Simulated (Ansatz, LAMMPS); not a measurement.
# Amorphous 65GeO2-35La2O3 (mol %) (96 atoms): geometry optimisation, part 2 of 3

Wanted: the relaxed structure of amorphous 65GeO2-35La2O3 (mol %) (96 atoms) and its electronic structure.

Ansatz 0.2.0; Kohn-Sham DFT, PBE, PAW (set soft_2), plane waves.

The cell: 17 Ge, 18 La and 61 O. The quench rate of 20 K/ps is many orders above laboratory rates. The starting topology of bonds comes from the classical model. Only the Γ point is sampled, in a cell whose shortest periodic width is 12 Å. Spin–orbit coupling is left out.

So far. Step 3 (Single point at the start): Neighbours are counted within 3.19 Å (O-La), 2.27 Å (O-Ge).

### Step 4. Relaxation

The atoms are relaxed in the fixed cell, aiming at the force tolerance of the input.

input.yaml reads:

```yaml
crystal:
  lattice:
    - [11.59409, 0.0, 0.0]
    - [0.0, 11.59409, 0.0]
    - [0.0, 0.0, 11.59409]
  atoms:
    [... the 96 atom lines of step 3 ...]
kpoints:
  mp_grid: { grid: [1, 1, 1] }
hamiltonian:
  xc: pbe
scf:
  occupations: { method: fixed }
output:
  forces: true
relax:
  f_tol: 0.05
  max_steps: 200
```

Command:

```sh
$ ansatz run input.yaml --threads 4 --pin off --max-ram 8192MiB --backend cpu --events-out ev --progress --plain --runs-dir out
```

Numbers of over 12 decimals in the logs are rounded to 6 here.

Output:

```text
[...]
Crystal: 96 atoms, lattice volume = 1558.511 Å³
Basis set: ecut = 420 eV, 30551 PW (Γ), exchange–correlation on 160×160×160 points (8 copies of the dense FFT grid, shifted against one another)
Bands: 497, of which v1, the nominal top of the filled ones, is band 401 counted from 1 (400 counted from 0)
Symmetry: 1 space group operations
[...]
k-points: 1
[...]
SCF iter   1: F=—  HF=-220210.984595 eV  |F-HF|=—  |Δ(HF+E_count)|=         —  Δρ=3.00e-3  dr2=1.47e-1  ethr=1.77e-3  ⟨swp⟩=4.0  Hψ=1631  notcnv=0  defer=92
[...]
SCF iter   6: F=-220210.989616 eV  HF=-220210.989603 eV  |F-HF|=1.29e-5  |Δ(HF+E_count)|=   4.33e-5  Δρ=3.96e-5  dr2=2.80e-5  ethr=7.79e-9  ⟨swp⟩=3.0  Hψ=1907  notcnv=0
SCF 1 converged in 6 iterations: F = -220210.989616 eV  dr2 = 2.80e-5
[...]
relax step   1: F+E_penalty+E_count = -220210.98961582 eV  Δ(F+E_penalty+E_count) = +0.000e0 eV  max|allowed force component| = 1.813e0 eV/Å  Δτ_max = 0.0000 Å  (6 SCF iters, dr2 threshold 6.25e-5 eV, accepted)
[...]
relax step   2: F+E_penalty+E_count = -220213.36774353 eV  Δ(F+E_penalty+E_count) = -2.378e0 eV  max|allowed force component| = 1.598e0 eV/Å  Δτ_max = 0.1949 Å  (8 SCF iters, dr2 threshold 1.00e-4 eV, accepted)
[...]
relax step   3: F+E_penalty+E_count = -220214.49460117 eV  Δ(F+E_penalty+E_count) = -1.127e0 eV  max|allowed force component| = 6.734e-1 eV/Å  Δτ_max = 0.1289 Å  (7 SCF iters, dr2 threshold 1.00e-4 eV, accepted)
relax step   4: F+E_penalty+E_count = -220215.27218336 eV  Δ(F+E_penalty+E_count) = -7.776e-1 eV  max|allowed force component| = 4.929e-1 eV/Å  Δτ_max = 0.2000 Å  (8 SCF iters, dr2 threshold 8.06e-5 eV, accepted)
relax step   5: F+E_penalty+E_count = -220215.53643312 eV  Δ(F+E_penalty+E_count) = -2.642e-1 eV  max|allowed force component| = 3.226e-1 eV/Å  Δτ_max = 0.1837 Å  (7 SCF iters, dr2 threshold 4.32e-5 eV, accepted)
relax step   6: F+E_penalty+E_count = -220215.72479447 eV  Δ(F+E_penalty+E_count) = -1.884e-1 eV  max|allowed force component| = 3.770e-1 eV/Å  Δτ_max = 0.2000 Å  (7 SCF iters, dr2 threshold 4.46e-5 eV, accepted)
relax step   7: F+E_penalty+E_count = -220215.79950332 eV  Δ(F+E_penalty+E_count) = -7.471e-2 eV  max|allowed force component| = 1.901e-1 eV/Å  Δτ_max = 0.0604 Å  (6 SCF iters, dr2 threshold 6.09e-5 eV, accepted)
relax step   8: F+E_penalty+E_count = -220215.88158047 eV  Δ(F+E_penalty+E_count) = -8.208e-2 eV  max|allowed force component| = 1.729e-1 eV/Å  Δτ_max = 0.2000 Å  (7 SCF iters, dr2 threshold 9.18e-6 eV, accepted)
relax step   9: F+E_penalty+E_count = -220215.89057008 eV  Δ(F+E_penalty+E_count) = -8.990e-3 eV  max|allowed force component| = 2.708e-1 eV/Å  Δτ_max = 0.1942 Å  (8 SCF iters, dr2 threshold 7.60e-6 eV, accepted)
relax step  10: F+E_penalty+E_count = -220215.79402876 eV  Δ(F+E_penalty+E_count) = +9.654e-2 eV  max|allowed force component| = 4.053e-1 eV/Å  Δτ_max = 0.2000 Å  (7 SCF iters, dr2 threshold 6.07e-5 eV, rejected (line search))
relax step  11: F+E_penalty+E_count = -220215.93635823 eV  Δ(F+E_penalty+E_count) = -4.579e-2 eV  max|allowed force component| = 8.791e-2 eV/Å  Δτ_max = 0.1000 Å  (10 SCF iters, accepted)
relax step  12: F+E_penalty+E_count = -220215.93539518 eV  Δ(F+E_penalty+E_count) = +9.630e-4 eV  max|allowed force component| = 1.244e-1 eV/Å  Δτ_max = 0.1000 Å  (10 SCF iters, rejected (line search))
relax step  13: F+E_penalty+E_count = -220215.94356817 eV  Δ(F+E_penalty+E_count) = -7.210e-3 eV  max|allowed force component| = 9.875e-2 eV/Å  Δτ_max = 0.0496 Å  (9 SCF iters, accepted)
relax step  14: F+E_penalty+E_count = -220215.94502454 eV  Δ(F+E_penalty+E_count) = -1.456e-3 eV  max|allowed force component| = 8.761e-2 eV/Å  Δτ_max = 0.0286 Å  (9 SCF iters, accepted)
relax step  15: F+E_penalty+E_count = -220215.94943806 eV  Δ(F+E_penalty+E_count) = -4.414e-3 eV  max|allowed force component| = 7.577e-2 eV/Å  Δτ_max = 0.0750 Å  (7 SCF iters, dr2 threshold 6.04e-6 eV, accepted)
relax step  16: F+E_penalty+E_count = -220215.95276897 eV  Δ(F+E_penalty+E_count) = -3.331e-3 eV  max|allowed force component| = 4.020e-2 eV/Å  Δτ_max = 0.0225 Å  (6 SCF iters, dr2 threshold 4.29e-6 eV, accepted)
relax step  17: F+E_penalty+E_count = -220215.95276927 eV  Δ(F+E_penalty+E_count) = -3.082e-7 eV  max|allowed force component| = 4.021e-2 eV/Å  Δτ_max = 0.0000 Å  (4 SCF iters, accepted)
relax step  18: F+E_penalty+E_count = -220215.95762190 eV  Δ(F+E_penalty+E_count) = -4.853e-3 eV  max|allowed force component| = 6.228e-2 eV/Å  Δτ_max = 0.0856 Å  (9 SCF iters, accepted)
relax step  19: F+E_penalty+E_count = -220215.96189751 eV  Δ(F+E_penalty+E_count) = -4.276e-3 eV  max|allowed force component| = 2.249e-1 eV/Å  Δτ_max = 0.1927 Å  (8 SCF iters, dr2 threshold 3.88e-6 eV, accepted)
relax step  20: F+E_penalty+E_count = -220215.40165077 eV  Δ(F+E_penalty+E_count) = +5.602e-1 eV  max|allowed force component| = 2.759e0 eV/Å  Δτ_max = 0.2000 Å  (8 SCF iters, dr2 threshold 5.06e-5 eV, rejected (line search))
relax step  21: F+E_penalty+E_count = -220215.99236344 eV  Δ(F+E_penalty+E_count) = -3.047e-2 eV  max|allowed force component| = 1.066e-1 eV/Å  Δτ_max = 0.1000 Å  (12 SCF iters, accepted)
relax step  22: F+E_penalty+E_count = -220216.01205725 eV  Δ(F+E_penalty+E_count) = -1.969e-2 eV  max|allowed force component| = 9.783e-2 eV/Å  Δτ_max = 0.0993 Å  (8 SCF iters, dr2 threshold 2.56e-6 eV, accepted)
relax step  23: F+E_penalty+E_count = -220216.02698045 eV  Δ(F+E_penalty+E_count) = -1.492e-2 eV  max|allowed force component| = 1.666e-1 eV/Å  Δτ_max = 0.1478 Å  (10 SCF iters, accepted)
relax step  24: F+E_penalty+E_count = -220216.03068656 eV  Δ(F+E_penalty+E_count) = -3.706e-3 eV  max|allowed force component| = 2.742e-1 eV/Å  Δτ_max = 0.1482 Å  (7 SCF iters, dr2 threshold 2.33e-5 eV, accepted)
relax step  25: F+E_penalty+E_count = -220216.07256421 eV  Δ(F+E_penalty+E_count) = -4.188e-2 eV  max|allowed force component| = 2.717e-1 eV/Å  Δτ_max = 0.2000 Å  (7 SCF iters, dr2 threshold 7.52e-5 eV, accepted)
relax step  26: F+E_penalty+E_count = -220216.12004921 eV  Δ(F+E_penalty+E_count) = -4.749e-2 eV  max|allowed force component| = 1.394e-1 eV/Å  Δτ_max = 0.0925 Å  (6 SCF iters, dr2 threshold 7.24e-5 eV, accepted)
relax step  27: F+E_penalty+E_count = -220216.20430497 eV  Δ(F+E_penalty+E_count) = -8.426e-2 eV  max|allowed force component| = 1.780e-1 eV/Å  Δτ_max = 0.2000 Å  (9 SCF iters, dr2 threshold 5.12e-6 eV, accepted)
relax step  28: F+E_penalty+E_count = -220216.25970904 eV  Δ(F+E_penalty+E_count) = -5.540e-2 eV  max|allowed force component| = 2.575e-1 eV/Å  Δτ_max = 0.1952 Å  (8 SCF iters, dr2 threshold 8.35e-6 eV, accepted)
relax step  29: F+E_penalty+E_count = -220216.31501212 eV  Δ(F+E_penalty+E_count) = -5.530e-2 eV  max|allowed force component| = 5.519e-1 eV/Å  Δτ_max = 0.1918 Å  (7 SCF iters, dr2 threshold 6.63e-5 eV, accepted)
relax step  30: F+E_penalty+E_count = -220216.38199805 eV  Δ(F+E_penalty+E_count) = -6.699e-2 eV  max|allowed force component| = 6.094e-1 eV/Å  Δτ_max = 0.1191 Å  (6 SCF iters, dr2 threshold 1.00e-4 eV, accepted)
relax step  31: F+E_penalty+E_count = -220216.51459630 eV  Δ(F+E_penalty+E_count) = -1.326e-1 eV  max|allowed force component| = 2.443e-1 eV/Å  Δτ_max = 0.2000 Å  (6 SCF iters, dr2 threshold 1.00e-4 eV, accepted)
relax step  32: F+E_penalty+E_count = -220216.58516758 eV  Δ(F+E_penalty+E_count) = -7.057e-2 eV  max|allowed force component| = 2.117e-1 eV/Å  Δτ_max = 0.1931 Å  (7 SCF iters, dr2 threshold 9.59e-6 eV, accepted)
relax step  33: F+E_penalty+E_count = -220216.62661732 eV  Δ(F+E_penalty+E_count) = -4.145e-2 eV  max|allowed force component| = 3.418e-1 eV/Å  Δτ_max = 0.1949 Å  (7 SCF iters, dr2 threshold 7.20e-6 eV, accepted)
relax step  34: F+E_penalty+E_count = -220216.71992606 eV  Δ(F+E_penalty+E_count) = -9.331e-2 eV  max|allowed force component| = 3.019e-1 eV/Å  Δτ_max = 0.2000 Å  (6 SCF iters, dr2 threshold 8.78e-5 eV, accepted)
relax step  35: F+E_penalty+E_count = -220216.81296752 eV  Δ(F+E_penalty+E_count) = -9.304e-2 eV  max|allowed force component| = 2.141e-1 eV/Å  Δτ_max = 0.1937 Å  (6 SCF iters, dr2 threshold 7.11e-5 eV, accepted)
relax step  36: F+E_penalty+E_count = -220216.85038181 eV  Δ(F+E_penalty+E_count) = -3.741e-2 eV  max|allowed force component| = 2.083e-1 eV/Å  Δτ_max = 0.1944 Å  (7 SCF iters, dr2 threshold 2.31e-5 eV, accepted)
relax step  37: F+E_penalty+E_count = -220216.75271527 eV  Δ(F+E_penalty+E_count) = +9.767e-2 eV  max|allowed force component| = 2.920e-1 eV/Å  Δτ_max = 0.2000 Å  (8 SCF iters, dr2 threshold 2.18e-5 eV, rejected (line search))
relax step  38: F+E_penalty+E_count = -220216.86821069 eV  Δ(F+E_penalty+E_count) = -1.783e-2 eV  max|allowed force component| = 1.758e-1 eV/Å  Δτ_max = 0.0771 Å  (11 SCF iters, accepted)
relax step  39: F+E_penalty+E_count = -220216.87518237 eV  Δ(F+E_penalty+E_count) = -6.972e-3 eV  max|allowed force component| = 9.987e-2 eV/Å  Δτ_max = 0.0846 Å  (6 SCF iters, dr2 threshold 2.20e-5 eV, accepted)
relax step  40: F+E_penalty+E_count = -220216.88401232 eV  Δ(F+E_penalty+E_count) = -8.830e-3 eV  max|allowed force component| = 5.235e-2 eV/Å  Δτ_max = 0.0311 Å  (7 SCF iters, dr2 threshold 3.22e-6 eV, accepted)
[...]
relax step  41: F+E_penalty+E_count = -220216.88519427 eV  Δ(F+E_penalty+E_count) = -1.182e-3 eV  max|allowed force component| = 4.227e-2 eV/Å  Δτ_max = 0.0099 Å  (7 SCF iters, accepted)
SCF converged after 7 iterations
Free energy (F): -220216.885194 eV
[...]
Internal energy: -220216.885194 eV  (E = F + TS)
E sigma→0 (E₀):  -220216.885194 eV
Fermi energy:    6.250383 eV
[...]
--- Forces (eV/Å), atoms counted from 1 ---
  atom   1  Ge     0.00454874     0.00299145    -0.00980049
  atom   2  Ge    -0.00833647     0.00985621    -0.00273905
  atom   3  Ge     0.00690930    -0.01716816    -0.00905134
  atom   4  Ge     0.00631886     0.00797093     0.02693438
  atom   5  Ge    -0.00483725    -0.02371975    -0.00387030
  atom   6  Ge     0.01088061    -0.00845829    -0.00122313
  atom   7  Ge     0.00112934    -0.01321166     0.00887509
  atom   8  Ge    -0.00323385    -0.01440652     0.00119824
  atom   9  Ge    -0.00430158     0.00035639    -0.00157301
  atom  10  Ge    -0.01620267     0.00020271     0.00520400
  atom  11  Ge    -0.00369504     0.00139909    -0.00765958
  atom  12  Ge    -0.00912597     0.00632233    -0.01017749
  atom  13  Ge    -0.00529687     0.01225610     0.01291800
  atom  14  Ge    -0.02620488    -0.00751694    -0.00652078
[...]
atom  95  O     -0.00056190     0.00749697     0.00086693
  atom  96  O      0.00040161    -0.00280388    -0.00077949
  max |Σ_I F_I| component: 9.91e-5 eV/Å
--- Relaxed structure (41 steps of the walk, 37 accepted, 0 SCFs on fresh bases) ---
  F+E_penalty+E_count = -220216.88519427 eV   max|allowed force component| = 4.227e-2 eV/Å
  atoms:
    - { symbol: Ge, position: [0.538711, 0.938070, 0.672604] }
    - { symbol: Ge, position: [0.563945, 0.849620, 0.123528] }
    - { symbol: Ge, position: [0.862809, 0.469157, 0.729833] }
    - { symbol: Ge, position: [-0.00141714, 0.565434, 0.314370] }
[...]
- { symbol: O, position: [0.180539, 0.754563, 0.681261] }
```

Run time: 11 min. Hardware: 4 threads of Arm Neoverse V2, shared host; peak memory 2.3 GiB; 42 min of CPU time.

The steps of the relaxation (22 of 41):

```tsv
step	energy less that of the first step (eV)	largest force component (eV/Å)
1	0.0000	1.8127
3	-3.5050	0.6734
5	-4.5468	0.3226
7	-4.8099	0.1901
9	-4.9010	0.2708
11	-4.9467	0.0879
12	-4.9458	0.1244
14	-4.9554	0.0876
16	-4.9632	0.0402
18	-4.9680	0.0623
20	-4.4120	2.7589
22	-5.0224	0.0978
24	-5.0411	0.2742
26	-5.1304	0.1394
28	-5.2701	0.2575
30	-5.3924	0.6094
31	-5.5250	0.2443
33	-5.6370	0.3418
35	-5.8234	0.2141
37	-5.7631	0.2920
39	-5.8856	0.0999
41	-5.8956	0.0423
```

Relaxation steps 10, 12, 20, 37 were tried and not accepted.

The atoms that moved most (Å):

```tsv
atom	dx	dy	dz	length
O46	-1.915	0.939	-0.014	2.133
O72	-0.433	1.563	-1.077	1.947
O70	1.232	0.556	-0.328	1.391
Ge13	-0.758	0.887	-0.454	1.252
O85	-0.748	0.848	-0.453	1.218
O59	0.431	-0.699	0.322	0.882
O43	0.663	-0.508	0.113	0.842
O51	-0.719	0.294	-0.107	0.784
```

The relaxation changed the energy by -61.4 meV/atom, and atoms moved by 0.54 Å r.m.s., 2.1 Å at most.

### Step 5. Local order after relaxation

Bonds before and after, by the cutoffs listed below:

```tsv
pair	bonds before	bonds after	mean before (Å)	mean after (Å)	spread before (Å)	spread after (Å)
O-La	120	126	2.564	2.566	0.245	0.228
O-Ge	72	70	1.782	1.802	0.071	0.055
```

Density 5.02 g/cm³, 16.23 Å³ an atom.

Pair distribution functions g(r), in bins of 0.2 Å:

```tsv
r (Å)	total	O-O	O-La	O-Ge	La-La	La-Ge	Ge-Ge
1.70	1.77	0.00	0.00	7.85	0.00	0.00	0.00
1.90	1.08	0.00	0.00	4.79	0.00	0.00	0.00
2.10	0.07	0.00	0.00	0.29	0.00	0.00	0.00
2.30	0.82	0.00	3.43	0.00	0.00	0.00	0.00
2.50	1.14	0.15	4.53	0.00	0.00	0.00	0.00
2.70	1.02	1.50	1.75	0.00	0.00	0.00	0.00
2.90	1.07	2.21	0.67	0.07	0.00	0.00	0.00
3.10	1.34	2.50	0.65	0.48	0.00	0.40	1.38
3.30	1.04	1.70	0.05	0.38	0.00	2.75	2.35
3.50	0.78	1.00	0.23	0.63	0.00	1.80	2.11
3.70	1.01	0.90	0.37	1.14	3.00	2.80	0.30
3.90	0.98	0.68	0.52	1.10	2.23	3.62	0.57
4.10	0.84	0.42	0.80	1.34	2.73	0.96	0.51
4.30	0.98	0.58	1.22	1.39	1.50	0.89	1.14
4.50	1.14	0.82	1.37	1.77	1.16	0.30	0.63
4.70	1.06	0.77	1.25	1.52	1.05	0.46	1.36
4.90	1.02	0.93	1.48	0.97	0.16	0.59	1.06
5.10	1.11	1.35	1.40	0.69	0.15	0.86	0.66
5.30	1.09	1.29	1.02	0.78	0.68	1.22	1.36
5.50	0.93	1.02	1.08	0.69	0.76	0.73	1.13
5.70	0.85	0.96	0.89	0.70	0.35	0.88	0.66
```

Bonds by pair of elements; cutoffs follow the first minimum of g(r), held within bounds set by covalent radii, and pairs that aren't listed don't count as bonded:

```tsv
pair A-B	cutoff (Å)	bonds	mean length (Å)	spread (Å)	shortest (Å)	B about A	A about B
O-La	3.33	126	2.57	0.228	2.23	2.07	7
O-Ge	2.27	70	1.80	0.055	1.72	1.15	4.12
```

How many atoms have how many bonded neighbours:

```tsv
element	mean	2	3	4	5	6	7	8
Ge	4.12	0	0	15	2	0	0	0
La	7	0	0	0	0	4	10	4
O	3.21	5	38	18	0	0	0	0
```

Bond angles (no mean is given where the spread exceeds 20°):

```tsv
angle	count	mean (°)	spread (°)
O-La-O	382	-	-
Ge-O-La	123	115	19.5
O-Ge-O	110	109	13.7
La-O-La	89	109	16.4
Ge-O-Ge	15	131	11.2
```

Oxygen atoms by the number of network formers (Si, P, Ge, B, Al, As, Ga) bound to them:

```tsv
network formers bound to O	O atoms	per cent
0	6	9.8
1	40	65.6
2	15	24.6
```

Network units: each former by its oxygen neighbours and how many of them bridge to another former:

```tsv
former	O neighbours	bridging O	atoms
Ge	4	1	7
Ge	4	2	6
Ge	4	3	2
Ge	5	2	1
Ge	5	3	1
```

Bond length by coordination (bonds to H left out):

```tsv
element	coordination	atoms	mean bond length (Å)
Ge	4	15	1.79
Ge	5	2	1.88
La	6	4	2.49
La	7	10	2.57
La	8	4	2.62
O	2	5	1.97
O	3	38	2.22
O	4	18	2.45
```

By these cutoffs 88 % of Ge atoms have 4, 56 % of La atoms have 7 and 62 % of O atoms have 3 bonded neighbours. Counting bonds to Ge alone, not to La, 25 % of the oxygens join two of these atoms and 66 % one; 10 % join none. The commonest Ge unit has 4 oxygens, 1 of them shared with other formers (7 of 17 atoms).

[end of part 2 of 3]

[Logs are printed without paths, hosts, clocks, repeated set-up lines and the standing remarks that a program may print on its own settings, such as how far it seeks lower states.]

[Hosts, paths, dates, database ids (printed as entryN), source tags and the programs' standing remarks are cut or masked in the printed files.]
